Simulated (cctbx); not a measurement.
# A disordered crystal of nominal SeBr6

Cell a = 7.7910 Å, b = 7.7910 Å, c = 7.7910 Å, α = 90.00°, β = 90.00°, γ = 90.00°; space group Im-3m (no. 229); nominal formula SeBr6.

Simulated single-crystal data (cctbx): Mo Kα, λ = 0.71073 Å, to d = 0.8 Å, 95 % of the full sphere, strongest reflection 5000 counts, noise from counting, a 4 % proportional error and a noise floor of 4 counts (s.d.); no absorption.

With every site full:

```text
Rint 0.047, 66 unique reflections to 0.80 A
cycle     R1     wR2    GooF  max shift (A)
   1  0.0467  0.1030   6.792   0.00045
   2  0.0234  0.0602   3.971   0.00000
final R1 0.0234 wR2 0.0602 GooF 3.971  parameters 4  data/parameter 16.5
atom        x        y        z      Ueq    occ   su(xyz)  su(Uiso or U11)
Br1    0.00000  0.27906  0.00000   0.0157  1.000  0.00015  0.0005
Se1    0.00000  0.00000  0.00000   0.0182  1.000  0.00000  0.0007
difference map: max 0.61 min -2.76 rms 0.22
Q1    0.0000  0.0000  0.2558   12    0.63  0.18 A from Br1
Q2    0.0000  0.1010  0.1010   24    0.44  1.11 A from Se1
Q3    0.0397  0.0397  0.1326   48    0.29  1.12 A from Se1
Q4    0.0000  0.1810  0.1810   24    0.26  1.60 A from Br1
Q5    0.0000  0.2500  0.5000   12    0.25  2.60 A from Br1
Q6    0.0000  0.2328  0.3828   48    0.19  1.99 A from Br1
```

With the occupancies of the suspect sites free, each still typed as its main element:

```text
Rint 0.047, 66 unique reflections to 0.80 A
cycle     R1     wR2    GooF  max shift (A)
   1  0.0429  0.0999   6.643   0.00034
   4  0.0068  0.0156   1.040   0.00000
final R1 0.0068 wR2 0.0156 GooF 1.039  parameters 5  data/parameter 13.2
atom        x        y        z      Ueq    occ   su(xyz)  su(Uiso or U11)
Br1    0.00000  0.27901  0.00000   0.0167  1.000  0.00004  0.0001
Se1    0.00000  0.00000  0.00000   0.0112  0.857  0.00000  0.0003
su of occupancy Se1: 0.005
difference map: max 0.18 min -0.27 rms 0.06
Q1    0.0765  0.0765  0.3861   48    0.19  1.19 A from Br1
Q2    0.0000  0.2500  0.5000   12    0.17  2.60 A from Br1
Q3    0.0000  0.1452  0.2402   48    0.16  1.17 A from Br1
Q4    0.0000  0.0998  0.0998   24    0.15  1.10 A from Se1
Q5    0.0000  0.2469  0.3652   48    0.15  2.04 A from Br1
Q6    0.1460  0.1460  0.2593   48    0.14  1.62 A from Br1
```

**Question.** What is the disorder?

X-rays count electrons. Se1 refines to 0.857(0.005), or 29.1 electrons; the site truly holds 0.85 Se, 28.9 electrons, which is 0.850 of Se. A value under 1 can't tell vacancies from a lighter guest, and one over 1 needs a heavier guest; chemistry or a second radiation must settle which. Occupancy correlates with U and the scale, so the match is approximate.

Freeing them takes R1 from 0.0234 to 0.0068 and GooF from 3.97 to 1.04.

The model is made up (kin elements in a known structure type, no relaxation), so it says nothing on whether the phase exists.

[Middle refinement cycles are left out of these outputs.]

[Logs are printed without paths, hosts, clocks, repeated set-up lines and the standing remarks that a program may print on its own settings, such as how far it seeks lower states.]
